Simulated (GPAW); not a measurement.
## A 7-layer slab of Ca(111) in an electric field

Aim: the dipole that a field along the normal induces in a 7-layer slab of Ca(111).

Method: GPAW, PAW setups; slab in vacuum, relaxation, in the first sound run; inputs show where later runs differ, in GPAW 26.7.0.

Most raw output is cut from this account.

### Step 1. The starting structure

The cell holds 7 atoms: 7 Ca. Its edges and angles: a = 3.946 Å, b = 3.946 Å, c = 33.330 Å, α = 90.0°, β = 90.0°, γ = 60.0°. Vacuum lies along c.

Coordinates:

```
Ca
1.0
     3.94566    0.00000    0.00000
     1.97283    3.41704    0.00000
     0.00000    0.00000   33.32969
Ca
7
Direct
  0.00000 0.00000 0.21002
  0.33333 0.33333 0.30668
  0.66667 0.66667 0.40334
  0.00000 0.00000 0.50000
  0.33333 0.33333 0.59666
  0.66667 0.66667 0.69332
  0.00000 0.00000 0.78998
```

### Step 2. Relaxing the atoms

The atoms are relaxed first, since the surface dipole, and with it the work function, follows the positions of the outer layers. The lowest 3 atoms are held at bulk positions and keep their forces.

The input, run.py:

```python
import json
import numpy as np
from ase import Atoms
from ase.constraints import FixAtoms
from ase.optimize import BFGS
from gpaw import GPAW, PW

slab = Atoms(
    ['Ca', 'Ca', 'Ca', 'Ca', 'Ca', 'Ca', 'Ca'],
    positions=[
        [0.00000, 0.00000, 7.00000],
        [1.97283, 1.13901, 10.22161],
        [3.94566, 2.27803, 13.44323],
        [0.00000, 0.00000, 16.66484],
        [1.97283, 1.13901, 19.88646],
        [3.94566, 2.27803, 23.10807],
        [0.00000, 0.00000, 26.32969]],
    cell=[[3.94566, 0.0, 0.0], [1.97283, 3.41704, 0.0], [0.0, 0.0, 33.32969]],
    pbc=[True, True, False])

slab.calc = GPAW(mode=PW(400), xc='PBE', kpts={'size': (9, 9, 1), 'gamma': True},
                 occupations={'name': 'fermi-dirac', 'width': 0.1}, nbands='160%',
                 convergence={'density': 1e-05}, maxiter=200,
                 poissonsolver={'dipolelayer': 'xy'},
                 symmetry={'tolerance': 1e-3, 'extra_ids': [1, 1, 1, 0, 0, 0, 0]}, txt='slab.txt')
result = {}
slab.set_constraint(FixAtoms([0, 1, 2]))
path = []
opt = BFGS(slab, maxstep=0.2)
opt.attach(lambda: path.append((slab.get_potential_energy(), slab.positions.tolist(), slab.get_forces().tolist())))
result['relaxed'] = bool(opt.run(fmax=0.03, steps=40))
result['path'] = path
energy = slab.get_potential_energy()
fermi = slab.calc.get_fermi_level()
v = slab.calc.get_electrostatic_potential().mean((0, 1)) - fermi
n = slab.calc.get_pseudo_density().mean((0, 1))
L = slab.cell[2, 2]
z = np.arange(len(v)) * L / len(v)
low, high = slab.positions[:, 2].min(), slab.positions[:, 2].max()
below, above = np.interp([low - 4.8, high + 4.8], z, v)
slopes = [np.interp(x, z, np.gradient(v, z)) for x in (low - 4.8, high + 4.8)]
eps = np.array([[slab.calc.get_eigenvalues(k, s) for k in range(len(slab.calc.get_ibz_k_points()))]
                for s in range(slab.calc.get_number_of_spins())]) - fermi
top, bottom = eps[eps < 0].max(), eps[eps > 0].min()
dipole = slab.get_dipole_moment()[2]
print(f'energy {energy:.4f} eV, Fermi level {fermi:.4f} eV, dipole {dipole:.5f} e A')
print(f'potential 4.8 A off the faces, from the Fermi level: lower {below:.4f} eV, upper {above:.4f} eV')
print(f'slope of the potential there: lower {slopes[0]:.5f}, upper {slopes[1]:.5f} eV/A')
print(f'nearest levels on the mesh: {top:.4f} and {bottom:.4f} eV')
print('magnetic moment', round(slab.get_magnetic_moment(), 3))
result.update(energy=energy, fermi=fermi, dipole=dipole, below=below, above=above, slopes=slopes, edges=[top, bottom],
              z=z.tolist(), v=v.tolist(), n=n.tolist(), positions=slab.positions.tolist(),
              forces=slab.get_forces(apply_constraint=False).tolist(), moments=slab.get_magnetic_moments().tolist())
json.dump(result, open('result.json', 'w'))
```

The run is started by

```console
$ OMP_NUM_THREADS=1 OPENBLAS_NUM_THREADS=1 python run.py
```

Wall time 16 min (1 thread of Intel Xeon Platinum 8488C (Sapphire Rapids), shared host); peak memory 0.35 GiB.

Relaxation path:

| step | energy less that of the first step (eV) | largest force (eV/Å) |
| --- | --- | --- |
| 1 | 0.0000 | 0.0932 |
| 2 | -0.0002 | 0.0910 |
| 3 | -0.0035 | 0.0300 |
| 4 | -0.0035 | 0.0361 |
| 5 | -0.0036 | 0.0410 |
| 6 | -0.0039 | 0.0476 |
| 7 | -0.0043 | 0.0456 |
| 8 | -0.0048 | 0.0298 |

The atoms that moved most (Å):

| atom | dx | dy | dz | length |
| --- | --- | --- | --- | --- |
| Ca7 | 0.000 | 0.000 | -0.095 | 0.095 |
| Ca5 | 0.000 | 0.000 | 0.024 | 0.024 |
| Ca6 | 0.000 | 0.000 | 0.017 | 0.017 |

The relaxed structure:

```xyz
7
Lattice="3.9457 0.0000 0.0000 1.9728 3.4170 0.0000 0.0000 0.0000 33.3297" Properties=species:S:1:pos:R:3
Ca    0.0000    0.0000    7.0000
Ca    1.9728    1.1390   10.2216
Ca    3.9457    2.2780   13.4432
Ca    0.0000    0.0000   16.6685
Ca    1.9728    1.1390   19.9101
Ca    3.9457    2.2780   23.1250
Ca    0.0000    0.0000   26.2349
```

Numbers from this step:

| Property | Result |
| --- | --- |
| dipole along the normal | 0.002652 e·Å |
| levels nearest the Fermi level on the mesh | -0.008984, 0.01967 eV from the Fermi level |
| upper work function | 2.966 eV |
| lower work function | 3.000 eV |

The electrostatic potential energy of an electron (without an applied field's), less the Fermi level, planar mean oscillates, so the rows of the table below give means over windows of 3.23 Å about each position, cut where the curve ends. Its maxima inside the range that stand out by 2 % of the span (Å: eV): 8.6: 1.69, 11.9: 1.70, 15.1: 1.72, 18.3: 1.75, 21.6: 1.67, 24.7: 1.47. Its minima: 7.0: -11.9, 10.2: -11.8, 13.4: -11.8, 16.7: -11.8, 19.9: -11.8, 23.1: -11.8, 26.2: -11.9.

Electrostatic potential energy of an electron (without an applied field's), less the Fermi level, planar mean against z; means over each step:

| z (Å) | electrostatic potential energy of an electron (without an applied field's), less the Fermi level, planar mean (eV) |
| --- | --- |
| 1.61 | 3.00 |
| 4.84 | 1.50 |
| 8.07 | -3.25 |
| 11.30 | -3.19 |
| 14.53 | -3.18 |
| 17.76 | -3.14 |
| 20.99 | -3.21 |
| 24.22 | -3.48 |
| 27.45 | -2.13 |
| 30.68 | 2.94 |

The pseudo valence density, planar mean oscillates, so the rows of the table below give means over windows of 3.12 Å about each position, cut where the curve ends. Its maxima inside the range that stand out by 2 % of the span (Å: e/Å³): 7.1: 0.683, 10.2: 0.699, 13.5: 0.671, 16.7: 0.699, 20.0: 0.676, 23.1: 0.700, 26.2: 0.704. Its minima: 8.5: 0.0507, 11.9: 0.0508, 15.0: 0.0510, 18.3: 0.0504, 21.5: 0.0509, 24.6: 0.0543.

Pseudo valence density, planar mean against z; means over each step:

z (Å), pseudo valence density, planar mean (e/Å³) and a bar:
```
     1.56      0.000 
     4.68      0.018 ##
     7.80      0.235 ##############################
    10.92      0.235 ##############################
    14.04      0.235 ##############################
    17.16      0.235 ##############################
    20.28      0.236 ##############################
    23.40      0.237 ##############################
    26.52      0.230 #############################
    29.64      0.003 
    32.76      0.000
```

The relaxation lowered the energy of the cell by 0.00477 eV (energies extrapolated to zero smearing; the optimiser's log prints free energies). The largest force left on a free atom is 0.030 eV/Å.

### Step 3. The slab's potential

The work function is the vacuum plateau of the electrostatic potential less the Fermi level; a dipole layer lets the two faces have plateaus of their own.

This step: GPAW, PAW setups; slab in vacuum (GPAW 26.7.0).

run.py, as its differences from that of step 2:

```diff
@@ -3,4 +3,2 @@
 from ase import Atoms
-from ase.constraints import FixAtoms
-from ase.optimize import BFGS
 from gpaw import GPAW, PW
@@ -13,6 +11,6 @@
         [3.94566, 2.27803, 13.44323],
-        [0.00000, 0.00000, 16.66484],
-        [1.97283, 1.13901, 19.88646],
-        [3.94566, 2.27803, 23.10807],
-        [0.00000, 0.00000, 26.32969]],
+        [-0.00000, -0.00000, 16.66852],
+        [1.97283, 1.13901, 19.91005],
+        [3.94566, 2.27803, 23.12499],
+        [-0.00000, -0.00000, 26.23489]],
     cell=[[3.94566, 0.0, 0.0], [1.97283, 3.41704, 0.0], [0.0, 0.0, 33.32969]],
@@ -24,10 +22,4 @@
                  poissonsolver={'dipolelayer': 'xy'},
-                 symmetry={'tolerance': 1e-3, 'extra_ids': [1, 1, 1, 0, 0, 0, 0]}, txt='slab.txt')
+                 symmetry={'tolerance': 1e-3}, txt='slab.txt')
 result = {}
-slab.set_constraint(FixAtoms([0, 1, 2]))
-path = []
-opt = BFGS(slab, maxstep=0.2)
-opt.attach(lambda: path.append((slab.get_potential_energy(), slab.positions.tolist(), slab.get_forces().tolist())))
-result['relaxed'] = bool(opt.run(fmax=0.03, steps=40))
-result['path'] = path
 energy = slab.get_potential_energy()
```

Elapsed: 3.8 min, on 1 thread; peak memory 0.34 GiB.

Numbers from this step:

| Property | Result |
| --- | --- |
| dipole along the normal | 0.002627 e·Å |
| levels nearest the Fermi level on the mesh | -0.008982, 0.01966 eV from the Fermi level |

The electrostatic potential energy of an electron (without an applied field's), less the Fermi level, planar mean oscillates, so the rows of the table below give means over windows of 3.23 Å about each position, cut where the curve ends. Its maxima inside the range that stand out by 2 % of the span (Å: eV): 8.6: 1.69, 11.9: 1.70, 15.1: 1.72, 18.3: 1.75, 21.6: 1.67, 24.7: 1.47. Its minima: 7.0: -11.9, 10.2: -11.8, 13.4: -11.8, 16.7: -11.8, 19.9: -11.8, 23.1: -11.8, 26.2: -11.9.

The electrostatic potential energy of an electron (without an applied field's), less the Fermi level, planar mean by z; means over each step:

(Unchanged from step 2.)

The pseudo valence density, planar mean oscillates, so the rows of the table below give means over windows of 3.12 Å about each position, cut where the curve ends. Its maxima inside the range that stand out by 2 % of the span (Å: e/Å³): 7.1: 0.683, 10.2: 0.699, 13.5: 0.671, 16.7: 0.699, 20.0: 0.676, 23.1: 0.700, 26.2: 0.704. Its minima: 8.5: 0.0507, 11.9: 0.0508, 15.0: 0.0510, 18.3: 0.0504, 21.5: 0.0509, 24.6: 0.0543.

Pseudo valence density, planar mean against z; means over each step:

z (Å), pseudo valence density, planar mean (e/Å³) and a bar:
```
     1.56      0.000 
     4.68      0.018 ##
     7.80      0.235 ##############################
    10.92      0.235 ##############################
    14.04      0.235 ##############################
    17.16      0.235 ##############################
    20.28      0.236 ##############################
    23.40      0.237 ##############################
    26.52      0.230 #############################
    29.64      0.003 
    32.76      0.000
```

Force by atom:

| atom | x (eV/Å) | y (eV/Å) | z (eV/Å) | size |
| --- | --- | --- | --- | --- |
| Ca1 | 0.0000 | 0.0000 | 0.0926 | 0.0926 |
| Ca2 | 0.0000 | 0.0000 | -0.0598 | 0.0598 |
| Ca3 | 0.0000 | 0.0000 | 0.0006 | 0.0006 |
| Ca4 | 0.0000 | 0.0000 | 0.0141 | 0.0141 |
| Ca5 | 0.0000 | 0.0000 | -0.0205 | 0.0205 |
| Ca6 | 0.0000 | 0.0000 | -0.0296 | 0.0296 |
| Ca7 | 0.0000 | 0.0000 | 0.0033 | 0.0033 |

The potential is flat to 0.007 eV/Å where it is read, so the vacuum is wide enough.

### Step 4. In a field

A uniform field along the normal polarises the slab; the atoms stay fixed, so this is the electronic response alone.

run.py, as its differences from that of step 3:

```diff
@@ -4,2 +4,3 @@
 from gpaw import GPAW, PW
+from gpaw.external import ConstantElectricField
 
@@ -22,2 +23,3 @@
                  poissonsolver={'dipolelayer': 'xy'},
+                 external=ConstantElectricField(-0.2, [0, 0, 1]),
                  symmetry={'tolerance': 1e-3}, txt='slab.txt')
```

The job ended after 8.7 min (1 thread; peak memory 0.62 GiB).

Numbers from this step:

| Quantity | Value |
| --- | --- |
| dipole along the normal | -0.3622 e·Å |
| levels nearest the Fermi level on the mesh | -0.009034, 0.01970 eV from the Fermi level |
| potential below the slab, the applied field's own ramp left out | 0.5607 eV from the Fermi level |
| potential above the slab, the applied field's own ramp left out | 5.418 eV from the Fermi level |

Table of electrostatic potential energy of an electron (without an applied field's), less the Fermi level, planar mean by z:

z (Å), electrostatic potential energy of an electron (without an applied field's), less the Fermi level, planar mean (eV) and a bar from the least value:
```
        0        3.0 ##########################
        1        0.6 ######################
        2        0.6 ######################
        3        0.6 ######################
        4        0.5 ######################
        5       -0.1 #####################
        6       -2.9 #################
        7      -13.8 
        8       -1.8 ###################
        9       -0.6 #####################
       10      -11.4 ####
       11       -3.0 #################
       12        0.6 #######################
       13       -7.1 ##########
       14       -5.1 ##############
       15        1.4 ########################
       16       -3.2 #################
       17       -8.2 #########
       18        1.6 ########################
       19       -0.3 #####################
       20      -10.8 #####
       21        1.3 ########################
       22        1.6 ########################
       23       -9.9 ######
       24        0.5 ######################
       25        2.6 ##########################
       26       -8.0 #########
       27       -0.5 #####################
       28        4.2 ############################
       29        5.2 ##############################
       30        5.4 ##############################
       31        5.4 ##############################
       32        5.4 ##############################
       33        5.1 #############################
```

Force by atom:

| atom | x (eV/Å) | y (eV/Å) | z (eV/Å) | size |
| --- | --- | --- | --- | --- |
| Ca1 | 0.0000 | 0.0000 | 0.0954 | 0.0954 |
| Ca2 | 0.0000 | 0.0000 | -0.0629 | 0.0629 |
| Ca3 | 0.0000 | 0.0000 | -0.0005 | 0.0005 |
| Ca4 | 0.0000 | 0.0000 | 0.0127 | 0.0127 |
| Ca5 | 0.0000 | 0.0000 | -0.0220 | 0.0220 |
| Ca6 | 0.0000 | 0.0000 | -0.0325 | 0.0325 |
| Ca7 | 0.0000 | 0.0000 | 0.0098 | 0.0098 |

The dipole is now -0.362 e Å, against 0.0026 in the run without a field.

### Step 5. Field on

run.py, as its differences from that of step 4:

```diff
@@ -23,3 +23,3 @@
                  poissonsolver={'dipolelayer': 'xy'},
-                 external=ConstantElectricField(-0.2, [0, 0, 1]),
+                 external=ConstantElectricField(-0.1, [0, 0, 1]),
                  symmetry={'tolerance': 1e-3}, txt='slab.txt')
```

Run time: 8 min. Hardware: 1 thread; peak memory 0.61 GiB.

Numbers from this step:

| Quantity | Value |
| --- | --- |
| dipole along the normal | -0.1797 e·Å |
| levels nearest the Fermi level on the mesh | -0.009031, 0.01976 eV from the Fermi level |
| potential below the slab, the applied field's own ramp left out | 1.777 eV from the Fermi level |
| potential above the slab, the applied field's own ramp left out | 4.187 eV from the Fermi level |

The electrostatic potential energy of an electron (without an applied field's), less the Fermi level, planar mean oscillates, so the rows of the table below give means over windows of 3.23 Å about each position, cut where the curve ends. Its maxima inside the range that stand out by 2 % of the span (Å: eV): 8.6: 0.884, 11.9: 1.22, 15.1: 1.57, 18.3: 1.92, 21.6: 2.16, 24.7: 2.28, 32.6: 4.19. Its minima: 7.0: -12.9, 10.2: -12.5, 13.4: -12.2, 16.7: -11.8, 19.9: -11.5, 23.1: -11.1, 26.2: -11.0.

The electrostatic potential energy of an electron (without an applied field's), less the Fermi level, planar mean by z; means over each step:

| z (Å) | electrostatic potential energy of an electron (without an applied field's), less the Fermi level, planar mean (eV) |
| --- | --- |
| 1.61 | 1.85 |
| 4.84 | 0.342 |
| 8.07 | -4.11 |
| 11.30 | -3.73 |
| 14.53 | -3.39 |
| 17.76 | -3.03 |
| 20.99 | -2.78 |
| 24.22 | -2.73 |
| 27.45 | -1.05 |
| 30.68 | 4.16 |

Force by atom:

| atom | x (eV/Å) | y (eV/Å) | z (eV/Å) | size |
| --- | --- | --- | --- | --- |
| Ca1 | 0.0000 | 0.0000 | 0.0940 | 0.0940 |
| Ca2 | 0.0000 | 0.0000 | -0.0617 | 0.0617 |
| Ca3 | 0.0000 | 0.0000 | 0.0000 | 0.0000 |
| Ca4 | 0.0000 | 0.0000 | 0.0134 | 0.0134 |
| Ca5 | 0.0000 | 0.0000 | -0.0216 | 0.0216 |
| Ca6 | 0.0000 | 0.0000 | -0.0316 | 0.0316 |
| Ca7 | 0.0000 | 0.0000 | 0.0064 | 0.0064 |

The dipole is now -0.180 e Å, against 0.0026 in the run without a field.

### Step 6. Field on

run.py, as its differences from that of step 5:

```diff
@@ -23,3 +23,3 @@
                  poissonsolver={'dipolelayer': 'xy'},
-                 external=ConstantElectricField(-0.1, [0, 0, 1]),
+                 external=ConstantElectricField(-0.05, [0, 0, 1]),
                  symmetry={'tolerance': 1e-3}, txt='slab.txt')
```

The job ended after 10 min (1 thread; peak memory 0.62 GiB).

The electrostatic potential energy of an electron (without an applied field's), less the Fermi level, planar mean oscillates, so the rows of the table below give means over windows of 3.23 Å about each position, cut where the curve ends. Its maxima inside the range that stand out by 2 % of the span (Å: eV): 8.6: 1.29, 11.9: 1.46, 15.1: 1.64, 18.3: 1.83, 21.6: 1.92, 24.7: 1.87, 32.6: 3.58. Its minima: 7.0: -12.4, 10.2: -12.1, 13.4: -12.0, 16.7: -11.8, 19.9: -11.7, 23.1: -11.5, 26.2: -11.4.

The electrostatic potential energy of an electron (without an applied field's), less the Fermi level, planar mean by z; means over each step:

| z (Å) | electrostatic potential energy of an electron (without an applied field's), less the Fermi level, planar mean (eV) |
| --- | --- |
| 1.61 | 2.42 |
| 4.84 | 0.921 |
| 8.07 | -3.68 |
| 11.30 | -3.46 |
| 14.53 | -3.28 |
| 17.76 | -3.09 |
| 20.99 | -3.00 |
| 24.22 | -3.11 |
| 27.45 | -1.59 |
| 30.68 | 3.55 |

### Step 7. Field on

run.py, as its differences from that of step 6:

```diff
@@ -23,3 +23,3 @@
                  poissonsolver={'dipolelayer': 'xy'},
-                 external=ConstantElectricField(-0.05, [0, 0, 1]),
+                 external=ConstantElectricField(0.05, [0, 0, 1]),
                  symmetry={'tolerance': 1e-3}, txt='slab.txt')
```

Run time: 8.4 min. Hardware: 1 thread; peak memory 0.62 GiB.

Table of electrostatic potential energy of an electron (without an applied field's), less the Fermi level, planar mean by z:

| z (Å) | electrostatic potential energy of an electron (without an applied field's), less the Fermi level, planar mean (eV) |
| --- | --- |
| 0 | 2.99 |
| 1 | 3.62 |
| 2 | 3.62 |
| 3 | 3.60 |
| 4 | 3.50 |
| 5 | 2.87 |
| 6 | -0.220 |
| 7 | -11.4 |
| 8 | 0.336 |
| 9 | 1.36 |
| 10 | -9.72 |
| 11 | -1.56 |
| 12 | 1.80 |
| 13 | -6.19 |
| 14 | -4.43 |
| 15 | 1.80 |
| 16 | -3.02 |
| 17 | -8.32 |
| 18 | 1.30 |
| 19 | -0.860 |
| 20 | -11.7 |
| 21 | 0.187 |
| 22 | 0.310 |
| 23 | -11.5 |
| 24 | -1.37 |
| 25 | 0.546 |
| 26 | -10.3 |
| 27 | -3.06 |
| 28 | 1.32 |
| 29 | 2.19 |
| 30 | 2.34 |
| 31 | 2.36 |
| 32 | 2.36 |
| 33 | 2.46 |

### Step 8. Field on

run.py, as its differences from that of step 7:

```diff
@@ -23,3 +23,3 @@
                  poissonsolver={'dipolelayer': 'xy'},
-                 external=ConstantElectricField(0.05, [0, 0, 1]),
+                 external=ConstantElectricField(0.1, [0, 0, 1]),
                  symmetry={'tolerance': 1e-3}, txt='slab.txt')
```

The job ended after 8.8 min (1 thread; peak memory 0.61 GiB).

The dipole is now 0.185 e Å, against 0.0026 in the run without a field.

(Continued in part 2 of 2.)

[Logs are printed without paths, hosts, clocks, repeated set-up lines and the standing remarks that a program may print on its own settings, such as how far it seeks lower states.]

[Hosts, paths, dates, database ids (printed as entryN), source tags and the programs' standing remarks are cut or masked in the printed files.]
